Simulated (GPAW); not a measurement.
# Li/Rh(100): work function by functional and basis

How far do functional and basis move the work function of Li/Rh(100)?

Program: GPAW 26.7.0. Level of theory: GPAW, PAW setups; slab in vacuum, relaxation, in the first sound run; inputs show where later runs differ. Results are calculated unless marked as measured.

**1. The structure**

The cell holds 5 atoms: 4 Rh and 1 Li. Cell: a = 2.687 Å, b = 2.687 Å, c = 25.804 Å, α = 90.0°, β = 90.0°, γ = 90.0°. Vacuum lies along c.

**2. Relaxing the atoms**

Forces are removed first; all later runs use this geometry. The lowest 2 atoms are held at bulk positions and keep their forces.

File run.py:

```python
import json
import numpy as np
from ase import Atoms
from ase.constraints import FixAtoms
from ase.optimize import BFGS
from gpaw import GPAW, PW

slab = Atoms(
    ['Rh', 'Rh', 'Rh', 'Rh', 'Li'],
    positions=[
        [1.34350, 1.34350, 9.00000],
        [0.00000, 0.00000, 10.90000],
        [1.34350, 1.34350, 12.80000],
        [0.00000, 0.00000, 14.70000],
        [1.34350, 1.34350, 16.80410]],
    cell=[[2.68701, 0.0, 0.0], [0.0, 2.68701, 0.0], [0.0, 0.0, 25.8041]],
    pbc=[True, True, False])

slab.calc = GPAW(mode=PW(400), xc='PBE', kpts={'size': (12, 12, 1), 'gamma': True},
                 occupations={'name': 'fermi-dirac', 'width': 0.1}, nbands='300%',
                 convergence={'density': 1e-05}, maxiter=200,
                 poissonsolver={'dipolelayer': 'xy'},
                 symmetry={'tolerance': 1e-3, 'extra_ids': [1, 1, 0, 0, 0]}, txt='slab.txt')
result = {}
slab.set_constraint(FixAtoms([0, 1]))
path = []
opt = BFGS(slab, maxstep=0.2)
opt.attach(lambda: path.append((slab.get_potential_energy(), slab.positions.tolist(), slab.get_forces().tolist())))
result['relaxed'] = bool(opt.run(fmax=0.03, steps=40))
result['path'] = path
energy = slab.get_potential_energy()
fermi = slab.calc.get_fermi_level()
v = slab.calc.get_electrostatic_potential().mean((0, 1)) - fermi
n = slab.calc.get_pseudo_density().mean((0, 1))
L = slab.cell[2, 2]
z = np.arange(len(v)) * L / len(v)
low, high = slab.positions[:, 2].min(), slab.positions[:, 2].max()
below, above = np.interp([low - 6.8, high + 6.8], z, v)
slopes = [np.interp(x, z, np.gradient(v, z)) for x in (low - 6.8, high + 6.8)]
eps = np.array([[slab.calc.get_eigenvalues(k, s) for k in range(len(slab.calc.get_ibz_k_points()))]
                for s in range(slab.calc.get_number_of_spins())]) - fermi
top, bottom = eps[eps < 0].max(), eps[eps > 0].min()
dipole = slab.get_dipole_moment()[2]
print(f'energy {energy:.4f} eV, Fermi level {fermi:.4f} eV, dipole {dipole:.5f} e A')
print(f'potential 6.8 A off the faces, from the Fermi level: lower {below:.4f} eV, upper {above:.4f} eV')
print(f'slope of the potential there: lower {slopes[0]:.5f}, upper {slopes[1]:.5f} eV/A')
print(f'nearest levels on the mesh: {top:.4f} and {bottom:.4f} eV')
print('magnetic moment', round(slab.get_magnetic_moment(), 3))
result.update(energy=energy, fermi=fermi, dipole=dipole, below=below, above=above, slopes=slopes, edges=[top, bottom],
              z=z.tolist(), v=v.tolist(), n=n.tolist(), positions=slab.positions.tolist(),
              forces=slab.get_forces(apply_constraint=False).tolist(), moments=slab.get_magnetic_moments().tolist())
json.dump(result, open('result.json', 'w'))
```

On the command line:

```bash
OMP_NUM_THREADS=1 OPENBLAS_NUM_THREADS=1 python run.py
```

The program printed:

```text
Step          Energy          fmax
BFGS:    0      -29.861238        0.630741
BFGS:    1      -29.874848        0.606486
BFGS:    2      -29.965128        0.338227
BFGS:    3      -29.969184        0.149680
BFGS:    4      -29.969848        0.136557
BFGS:    5      -29.973284        0.143263
BFGS:    6      -29.974572        0.203576
BFGS:    7      -29.976253        0.234844
BFGS:    8      -29.978384        0.207924
BFGS:    9      -29.980686        0.118992
BFGS:   10      -29.981461        0.048506
BFGS:   11      -29.981589        0.004955
energy -29.8647 eV, Fermi level 1.0709 eV, dipole 0.08544 e A
potential 6.8 A off the faces, from the Fermi level: lower 5.0527 eV, upper 2.9111 eV
slope of the potential there: lower -0.00007, upper 0.00002 eV/A
nearest levels on the mesh: -0.0093 and 0.0022 eV
magnetic moment 0.0
```

Run time: 58 min. Hardware: 1 thread of Arm Neoverse V1, shared host; peak memory 0.33 GiB.

Step by step:

```csv
step,energy less that of the first step (eV),largest force (eV/Å)
1,0.0000,0.6307
2,-0.0137,0.6065
3,-0.1055,0.3382
4,-0.1093,0.1497
5,-0.1101,0.1366
6,-0.1141,0.1433
7,-0.1156,0.2036
8,-0.1177,0.2348
9,-0.1202,0.2079
10,-0.1230,0.1190
11,-0.1241,0.0485
12,-0.1242,0.0050
```

The atoms that moved most (Å):

```csv
atom,dx,dy,dz,length
Li5,0.000,0.000,-0.248,0.248
Rh3,0.000,0.000,0.057,0.057
Rh4,0.000,0.000,0.056,0.056
```

Final coordinates:

```
Rh Li
1.0
     2.68701    0.00000    0.00000
     0.00000    2.68701    0.00000
     0.00000    0.00000   25.80410
Rh Li
4 1
Direct
  0.50000 0.50000 0.34878
  0.00000 0.00000 0.42241
  0.50000 0.50000 0.49825
  0.00000 0.00000 0.57185
  0.50000 0.50000 0.64160
```

This step gave:

- dipole along the normal: 0.08544 e·Å
- levels nearest the Fermi level on the mesh: -0.009333, 0.002210 eV from the Fermi level
- upper work function: 2.911 eV
- lower work function: 5.053 eV

The electrostatic potential energy of an electron (without an applied field's), less the Fermi level, planar mean oscillates, so the rows of the table below give means over windows of 2.04 Å about each position, cut where the curve ends. Its maxima inside the range that stand out by 2 % of the span (Å: eV): 0.4: 5.05, 9.9: -2.90, 11.8: -2.49, 13.8: -3.04, 15.9: -0.257. Its minima: 9.0: -21.6, 10.9: -22.0, 12.9: -22.0, 14.7: -21.7, 16.6: -3.36.

Electrostatic potential energy of an electron (without an applied field's), less the Fermi level, planar mean against z; means over each step:

```csv
z (Å),"electrostatic potential energy of an electron (without an applied field's), less the Fermi level, planar mean (eV)"
1.02,4.95
3.06,5.05
5.10,5.05
7.14,3.93
9.18,-10.7
11.22,-11.2
13.26,-11.5
15.30,-9.45
17.34,-0.273
19.38,2.77
21.42,2.91
23.46,2.91
25.50,3.00
```

The pseudo valence density, planar mean oscillates, so the rows of the table below give means over windows of 1.94 Å about each position, cut where the curve ends. Its maxima inside the range that stand out by 2 % of the span (Å: e/Å³): 9.0: 2.25, 11.0: 2.22, 12.9: 2.25, 14.8: 2.18. Its minima: 9.9: 0.422, 11.8: 0.389, 13.8: 0.416.

Table of pseudo valence density, planar mean by z; means over each step:

z (Å), pseudo valence density, planar mean (e/Å³) and a bar:
```
     4.85       0.00 
     6.79       0.02 
     8.73       1.00 ############################
    10.67       1.08 ##############################
    12.61       1.07 ##############################
    14.55       1.07 ##############################
    16.49       0.12 ###
    18.43       0.01 
    20.37       0.00 
    22.31       0.00
```

The relaxation lowered the energy of the cell by 0.124 eV (energies extrapolated to zero smearing; the optimiser's log prints free energies). The largest force left on a free atom is 0.0050 eV/Å.

**3. Plane waves, PBE**

With the geometry fixed, the planar mean of the potential gives the vacuum level on each side.

This step: GPAW, PAW setups; slab in vacuum (GPAW 26.7.0).

run.py: that of step 2 with these lines changed.

```diff
@@ -3,4 +3,2 @@
 from ase import Atoms
-from ase.constraints import FixAtoms
-from ase.optimize import BFGS
 from gpaw import GPAW, PW
@@ -12,5 +10,5 @@
         [0.00000, 0.00000, 10.90000],
-        [1.34350, 1.34350, 12.80000],
-        [0.00000, 0.00000, 14.70000],
-        [1.34350, 1.34350, 16.80410]],
+        [1.34350, 1.34350, 12.85680],
+        [-0.00000, 0.00000, 14.75604],
+        [1.34350, 1.34350, 16.55590]],
     cell=[[2.68701, 0.0, 0.0], [0.0, 2.68701, 0.0], [0.0, 0.0, 25.8041]],
@@ -22,10 +20,4 @@
                  poissonsolver={'dipolelayer': 'xy'},
-                 symmetry={'tolerance': 1e-3, 'extra_ids': [1, 1, 0, 0, 0]}, txt='slab.txt')
+                 symmetry={'tolerance': 1e-3}, txt='slab.txt')
 result = {}
-slab.set_constraint(FixAtoms([0, 1]))
-path = []
-opt = BFGS(slab, maxstep=0.2)
-opt.attach(lambda: path.append((slab.get_potential_energy(), slab.positions.tolist(), slab.get_forces().tolist())))
-result['relaxed'] = bool(opt.run(fmax=0.03, steps=40))
-result['path'] = path
 energy = slab.get_potential_energy()
```

The program printed:

```text
energy -29.8647 eV, Fermi level 1.0708 eV, dipole 0.08537 e A
potential 6.8 A off the faces, from the Fermi level: lower 5.0524 eV, upper 2.9114 eV
slope of the potential there: lower -0.00006, upper 0.00002 eV/A
nearest levels on the mesh: -0.0093 and 0.0022 eV
magnetic moment 0.0
```

Wall time 6.2 min (1 thread); peak memory 0.33 GiB.

Numbers from this step:

- dipole along the normal: 0.08537 e·Å
- levels nearest the Fermi level on the mesh: -0.009299, 0.002197 eV from the Fermi level
- lower work function: 5.052 eV

The electrostatic potential energy of an electron (without an applied field's), less the Fermi level, planar mean oscillates, so the rows of the table below give means over windows of 2.04 Å about each position, cut where the curve ends. Its maxima inside the range that stand out by 2 % of the span (Å: eV): 0.4: 5.05, 9.9: -2.90, 11.8: -2.49, 13.8: -3.04, 15.9: -0.257. Its minima: 9.0: -21.6, 10.9: -22.0, 12.9: -22.0, 14.7: -21.7, 16.6: -3.36.

Electrostatic potential energy of an electron (without an applied field's), less the Fermi level, planar mean against z; means over each step:

z (Å), electrostatic potential energy of an electron (without an applied field's), less the Fermi level, planar mean (eV) and a bar from the least value:
```
     1.02        5.0 ##############################
     3.06        5.1 ##############################
     5.10        5.0 ##############################
     7.14        3.9 ############################
     9.18      -10.7 ##
    11.22      -11.2 #
    13.26      -11.5 
    15.30       -9.4 ####
    17.34       -0.3 ####################
    19.38        2.8 ##########################
    21.42        2.9 ##########################
    23.46        2.9 ##########################
    25.50        3.0 ##########################
```

The pseudo valence density, planar mean oscillates, so the rows of the table below give means over windows of 1.94 Å about each position, cut where the curve ends. Its maxima inside the range that stand out by 2 % of the span (Å: e/Å³): 9.0: 2.25, 11.0: 2.22, 12.9: 2.25, 14.8: 2.18. Its minima: 9.9: 0.422, 11.8: 0.389, 13.8: 0.416.

The pseudo valence density, planar mean by z; means over each step:

```csv
z (Å),"pseudo valence density, planar mean (e/Å³)"
4.85,1.0e-4
6.79,0.0163
8.73,0.996
10.67,1.08
12.61,1.07
14.55,1.07
16.49,0.115
18.43,0.00994
20.37,4.1e-4
22.31,1.2e-5
```

Force by atom:

```csv
atom,x (eV/Å),y (eV/Å),z (eV/Å),size
Rh1,0.000,0.000,0.199,0.199
Rh2,0.000,0.000,-0.203,0.203
Rh3,0.000,0.000,0.000,0.000
Rh4,0.000,0.000,0.005,0.005
Li5,0.000,0.000,0.000,0.000
```

The potential is flat to 6.4e-5 eV/Å where it is read, so the vacuum is wide enough.

**4. Self-consistent run: xc = "RPBE"**

The same geometry under RPBE, to see how far the functional moves the levels against the vacuum.

run.py: that of step 3 with these lines changed.

```diff
@@ -16,3 +16,3 @@
 
-slab.calc = GPAW(mode=PW(400), xc='PBE', kpts={'size': (12, 12, 1), 'gamma': True},
+slab.calc = GPAW(mode=PW(400), xc='RPBE', kpts={'size': (12, 12, 1), 'gamma': True},
                  occupations={'name': 'fermi-dirac', 'width': 0.1}, nbands='300%',
```

The program printed:

```text
energy -27.2814 eV, Fermi level 1.1797 eV, dipole 0.08126 e A
potential 6.8 A off the faces, from the Fermi level: lower 4.8756 eV, upper 2.8378 eV
slope of the potential there: lower -0.00010, upper 0.00003 eV/A
nearest levels on the mesh: -0.0008 and 0.0073 eV
magnetic moment 0.0
```

It took 6.1 min on 1 thread; peak memory 0.32 GiB.

Numbers from this step:

* dipole along the normal: 0.08126 e·Å
* levels nearest the Fermi level on the mesh: -8.47e-4, 0.007311 eV from the Fermi level
* upper work function: 2.838 eV
* lower work function: 4.876 eV

The electrostatic potential energy of an electron (without an applied field's), less the Fermi level, planar mean oscillates, so the rows of the table below give means over windows of 2.04 Å about each position, cut where the curve ends. Its maxima inside the range that stand out by 2 % of the span (Å: eV): 0.4: 4.88, 9.9: -3.00, 11.8: -2.59, 13.8: -3.14, 15.9: -0.376. Its minima: 9.0: -21.7, 10.9: -22.0, 12.9: -22.0, 14.7: -21.8, 16.6: -3.47.

The electrostatic potential energy of an electron (without an applied field's), less the Fermi level, planar mean by z; means over each step:

```csv
z (Å),"electrostatic potential energy of an electron (without an applied field's), less the Fermi level, planar mean (eV)"
1.02,4.78
3.06,4.88
5.10,4.87
7.14,3.76
9.18,-10.8
11.22,-11.2
13.26,-11.6
15.30,-9.53
17.34,-0.359
19.38,2.70
21.42,2.83
23.46,2.84
25.50,2.92
```

Pseudo valence density, planar mean against z:

z (Å), pseudo valence density, planar mean (e/Å³) and a bar:
```
      5.0       0.00 
      5.5       0.00 
      6.0       0.00 
      6.5       0.00 
      7.0       0.01 
      7.5       0.04 #
      8.0       0.17 ##
      8.5       0.79 ###########
      9.0       2.20 ##############################
      9.5       0.82 ###########
     10.0       0.43 ######
     10.5       1.10 ###############
     11.0       2.11 #############################
     11.5       0.63 #########
     12.0       0.41 ######
     12.5       1.22 #################
     13.0       1.95 ###########################
     13.5       0.58 ########
     14.0       0.47 ######
     14.5       1.60 ######################
     15.0       1.63 ######################
     15.5       0.40 #####
     16.0       0.16 ##
     16.5       0.07 #
     17.0       0.05 #
     17.5       0.03 
     18.0       0.01 
     18.5       0.01 
     19.0       0.00 
     19.5       0.00 
     20.0       0.00 
     20.5       0.00
```

Force by atom:

```csv
atom,x (eV/Å),y (eV/Å),z (eV/Å),size
Rh1,0.000,0.000,-0.056,0.056
Rh2,0.000,0.000,-0.173,0.173
Rh3,0.000,0.000,-0.024,0.024
Rh4,0.000,0.000,0.147,0.147
Li5,0.000,0.000,0.106,0.106
```

The upper face's work function is 2.838 eV, against 2.911 eV in the first plane-wave PBE run at this geometry.

**5. Self-consistent run: xc = "LDA"**

The same geometry under LDA, to see how far the functional moves the levels against the vacuum.

run.py: that of step 4 with these lines changed.

```diff
@@ -16,3 +16,3 @@
 
-slab.calc = GPAW(mode=PW(400), xc='RPBE', kpts={'size': (12, 12, 1), 'gamma': True},
+slab.calc = GPAW(mode=PW(400), xc='LDA', kpts={'size': (12, 12, 1), 'gamma': True},
                  occupations={'name': 'fermi-dirac', 'width': 0.1}, nbands='300%',
```

The program printed:

```text
energy -35.3218 eV, Fermi level 0.8145 eV, dipole 0.09599 e A
potential 6.8 A off the faces, from the Fermi level: lower 5.4314 eV, upper 3.0244 eV
slope of the potential there: lower -0.00007, upper 0.00000 eV/A
nearest levels on the mesh: -0.0056 and 0.0012 eV
magnetic moment 0.0
```

It took 5.6 min on 1 thread; peak memory 0.33 GiB.

This step gave:

```yaml
dipole_along_the_normal: 0.09599 e·Å
levels_nearest_the_fermi_level_on_the_mesh: -0.005646, 0.001246 eV from the Fermi level
upper_work_function: 3.024 eV
lower_work_function: 5.431 eV
```

The electrostatic potential energy of an electron (without an applied field's), less the Fermi level, planar mean oscillates, so the rows of the table below give means over windows of 2.04 Å about each position, cut where the curve ends. Its maxima inside the range that stand out by 2 % of the span (Å: eV): 0.4: 5.43, 9.9: -2.52, 11.8: -2.13, 13.8: -2.66, 15.9: 0.0447. Its minima: 9.0: -21.4, 10.9: -21.8, 12.9: -21.7, 14.7: -21.5, 16.6: -3.15.

Table of electrostatic potential energy of an electron (without an applied field's), less the Fermi level, planar mean by z; means over each step:

```csv
z (Å),"electrostatic potential energy of an electron (without an applied field's), less the Fermi level, planar mean (eV)"
1.02,5.32
3.06,5.43
5.10,5.43
7.14,4.31
9.18,-10.4
11.22,-10.9
13.26,-11.2
15.30,-9.18
17.34,-0.125
19.38,2.88
21.42,3.02
23.46,3.02
25.50,3.12
```

The upper face's work function is 3.024 eV, against 2.911 eV in the first plane-wave PBE run at this geometry.

**6. OptPBE vdW: xc = "optPBE-vdW"**

The same geometry under optPBE-vdW, to see how far the functional moves the levels against the vacuum (the van der Waals functionals take revPBE setups).

run.py: that of step 5 with these lines changed.

```diff
@@ -16,3 +16,3 @@
 
-slab.calc = GPAW(mode=PW(400), xc='LDA', kpts={'size': (12, 12, 1), 'gamma': True},
+slab.calc = GPAW(mode=PW(400), xc='optPBE-vdW', kpts={'size': (12, 12, 1), 'gamma': True},
                  occupations={'name': 'fermi-dirac', 'width': 0.1}, nbands='300%',
```

The program printed:

```text
energy -87.9952 eV, Fermi level 0.9715 eV, dipole 0.08634 e A
potential 6.8 A off the faces, from the Fermi level: lower 5.2260 eV, upper 3.0606 eV
slope of the potential there: lower -0.00008, upper 0.00010 eV/A
nearest levels on the mesh: -0.0074 and 0.0031 eV
magnetic moment 0.0
```

Wall time 6.1 min (1 thread); peak memory 0.45 GiB.

Numbers from this step:

- dipole along the normal: 0.08634 e·Å
- levels nearest the Fermi level on the mesh: -0.007445, 0.003118 eV from the Fermi level
- upper work function: 3.061 eV
- lower work function: 5.226 eV

The electrostatic potential energy of an electron (without an applied field's), less the Fermi level, planar mean oscillates, so the rows of the table below give means over windows of 2.04 Å about each position, cut where the curve ends. Its maxima inside the range that stand out by 2 % of the span (Å: eV): 0.4: 5.23, 9.9: -2.95, 11.8: -2.54, 13.8: -3.09, 15.9: -0.319. Its minima: 9.0: -21.5, 10.9: -21.9, 12.9: -21.8, 14.7: -21.6, 16.6: -3.41.

Table of electrostatic potential energy of an electron (without an applied field's), less the Fermi level, planar mean by z; means over each step:

z (Å), electrostatic potential energy of an electron (without an applied field's), less the Fermi level, planar mean (eV) and a bar from the least value:
```
     1.02        5.1 ##############################
     3.06        5.2 ##############################
     5.10        5.2 ##############################
     7.14        4.0 ############################
     9.18      -10.7 ##
    11.22      -11.1 #
    13.26      -11.5 
    15.30       -9.4 ####
    17.34       -0.3 ####################
    19.38        2.9 ##########################
    21.42        3.1 ##########################
    23.46        3.1 ##########################
    25.50        3.1 ##########################
```

The upper face's work function is 3.061 eV, against 2.911 eV in the first plane-wave PBE run at this geometry.

**7. Self-consistent run: xc = "vdW-DF2"**

The same geometry under vdW-DF2, to see how far the functional moves the levels against the vacuum (the van der Waals functionals take revPBE setups).

run.py: that of step 6 with these lines changed.

```diff
@@ -16,3 +16,3 @@
 
-slab.calc = GPAW(mode=PW(400), xc='optPBE-vdW', kpts={'size': (12, 12, 1), 'gamma': True},
+slab.calc = GPAW(mode=PW(400), xc='vdW-DF2', kpts={'size': (12, 12, 1), 'gamma': True},
                  occupations={'name': 'fermi-dirac', 'width': 0.1}, nbands='300%',
```

The program printed:

```text
energy -385.2125 eV, Fermi level 0.9571 eV, dipole 0.09022 e A
potential 6.8 A off the faces, from the Fermi level: lower 5.4038 eV, upper 3.1411 eV
slope of the potential there: lower -0.00027, upper 0.00041 eV/A
nearest levels on the mesh: -0.0122 and 0.0025 eV
magnetic moment 0.0
```

Elapsed: 13 min, on 1 thread; peak memory 0.45 GiB.

This step gave:

| Item | Value |
| --- | --- |
| dipole along the normal | 0.09022 e·Å |
| levels nearest the Fermi level on the mesh | -0.01216, 0.002494 eV from the Fermi level |
| upper work function | 3.141 eV |
| lower work function | 5.404 eV |

The electrostatic potential energy of an electron (without an applied field's), less the Fermi level, planar mean by z:

```csv
z (Å),"electrostatic potential energy of an electron (without an applied field's), less the Fermi level, planar mean (eV)"
0.0,4.27
0.5,5.40
1.0,5.40
1.5,5.40
2.0,5.40
2.5,5.40
3.0,5.40
3.5,5.40
4.0,5.40
4.5,5.40
5.0,5.40
5.5,5.39
6.0,5.37
6.5,5.29
7.0,5.04
7.5,4.17
8.0,1.12
8.5,-9.37
9.0,-21.5
9.5,-10.1
10.0,-3.23
10.5,-13.5
11.0,-21.3
11.5,-7.55
12.0,-3.31
12.5,-14.9
13.0,-20.7
13.5,-6.81
14.0,-4.62
14.5,-17.7
15.0,-17.8
15.5,-3.65
16.0,-0.617
16.5,-3.30
17.0,-1.69
17.5,0.759
18.0,2.01
18.5,2.62
19.0,2.90
19.5,3.03
20.0,3.09
20.5,3.12
21.0,3.13
21.5,3.14
22.0,3.14
22.5,3.14
23.0,3.14
23.5,3.14
24.0,3.14
24.5,3.14
25.0,3.14
25.5,3.37
```

The upper face's work function is 3.141 eV, against 2.911 eV in the first plane-wave PBE run at this geometry.

(Continued in part 2 of 2.)

[Logs are printed without paths, hosts, clocks, repeated set-up lines and the standing remarks that a program may print on its own settings, such as how far it seeks lower states.]

[Hosts, paths, dates, database ids (printed as entryN), source tags and the programs' standing remarks are cut or masked in the printed files.]
